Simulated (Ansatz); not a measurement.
Rows from a G0W0 calculation on MgH2 (P4_2/mnm) (Ansatz 0.2.0; G0W0 on PBE, plane waves, PAW; PAW set soft_1; 4×4×6 mesh, 257 empty bands, screening to 150 eV, PAW set soft_1 files), in eV. Spin-orbit coupling is left out.

| row | k | band | start | Σx | Σc at the solution | Vxc |
| --- | --- | --- | --- | --- | --- | --- |
| A | (-0.500, -0.500, -0.500) | v1 | 0.836 | -15.053 | 2.436 | -11.117 |
| B | (0.000, 0.250, 0.000) | v2 | 0.604 | -15.362 | 2.546 | -11.316 |
| C | (0.000, 0.250, 0.000) | c1 | 6.505 | -4.585 | -3.647 | -8.762 |
| D | (-0.500, -0.500, -0.500) | c1 | 5.615 | -5.277 | -3.642 | -9.522 |
| E | (0.000, 0.250, 0.000) | c2 | 8.225 | -3.953 | -3.915 | -8.374 |
| F | (0.000, 0.250, 0.000) | v1 | 1.709 | -15.273 | 2.135 | -11.707 |

Q: Work out each quasiparticle level and how far it moved.

The quasiparticle equation reads E = start + Σx + Σc(E) − Vxc.

```
row  E (eV)  shift (eV)
  A  -0.664      −1.500
  B  -0.897      −1.500
  C   7.034      +0.530
  D   6.218      +0.603
  E   8.731      +0.506
  F   0.278      −1.431
```

The gap over the computed points goes from 3.91 eV to 5.94 eV.

Limits: not at the basis limit.

[Paths, hosts, dates, memory and timing lines, banners, echoed tables and standing remarks are left out of the program output.]

[Logs are printed without paths, hosts, clocks, repeated set-up lines and the standing remarks that a program may print on its own settings, such as how far it seeks lower states.]

[Runs of the session that timed out or met a known fault of the program may be left out.]

[Cells called generated may have been cut or substituted from an entry of the Crystallography Open Database or the Materials Project.]

[Hosts, paths, dates, database ids (printed as entryN), source tags and the programs' standing remarks are cut or masked in the printed files.]
